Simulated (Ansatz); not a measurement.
# Gap against volume in amorphous SnO2 (72 atoms)

Density of this cell: 6.42 g/cm³. The cell holds 72 atoms: 24 Sn and 48 O. Its edges and angles: a = 9.675 Å, b = 9.778 Å, c = 9.908 Å, α = 93.1°, β = 88.4°, γ = 89.8°. The starting structure: 72 atoms (24 Sn, 48 O) placed at random at 6.03 g/cm³, melted at 5000 K for 10 ps at fixed volume with the Morse and Coulomb pair potential with partial charges (Pedone, Malavasi, Menziani, Cormack and Segre, J. Phys. Chem. B 110, 11780 (2006)). Quenched from 5000 K to 300 K at 50 K/ps and fixed volume, held 10 ps at zero pressure, then minimised at fixed cell.

Calculated with Ansatz 0.2.0: Kohn-Sham DFT, r2SCAN, PAW (set soft_2), plane waves; cutoff 500 eV, Γ point, fermi-dirac smearing of 0.05 eV. The relaxed cell was scaled evenly and the atoms were relaxed at each volume. The gap is that between the highest filled and the lowest empty Kohn-Sham level on the run's k-points.

| volume (Å³/atom) | gap (eV) |
| --- | --- |
| 11.695 | 1.359 |
| 12.215 | 1.293 |
| 12.604 | ? |
| 12.994 | 1.003 |
| 13.384 | 0.9645 |
| 13.774 | 0.8914 |

**Question.** Fit a straight line in ln V to the rows given and interpolate to the withheld row.

**Working.**

A volume deformation potential makes the spacing linear in u = ln(V/V0), with V0 = 12.994 Å³ the relaxed volume; v is the spacing.

```
u = ln(V/V0)  v (eV)
   -0.105360  1.3585
  -0.0618748  1.2926
           0  1.0027
   0.0295597  0.9645
   0.0582687  0.8914
```

With n = 5: mean u = -0.0158814, mean v = 1.10194, Σ(u − ū)² = 0.017937, Σ(u − ū)(v − v̄) = -0.055159. Slope b = -0.055159 / 0.017937 = -3.0751; intercept a = v̄ − b ū = 1.0531.

At the withheld volume u = -0.03046, and v = a + b u.

Prediction at 12.604: 1.147 eV. The run gave 1.105 eV, so the fit is high by 0.042 eV (3.8 % of the value).

The slope, -3.08 eV, says that the spacing narrows on expansion. Among the rows given, the largest miss of the fit is at 12.994, by 0.050 eV (11 % of the range of the table).

Limits: The table spans 16 % in volume, wide for a linear law. Semilocal functionals tend to put gaps under measured ones. Only the Γ point is sampled. Atoms move by up to 1.0 Å in these relaxations, so the structure changes along the series. Defect or tail levels can set the spacing of a disordered cell.

[Logs are printed without paths, hosts, clocks, repeated set-up lines and the standing remarks that a program may print on its own settings, such as how far it seeks lower states.]

[Hosts, paths, dates, database ids (printed as entryN), source tags and the programs' standing remarks are cut or masked in the printed files.]
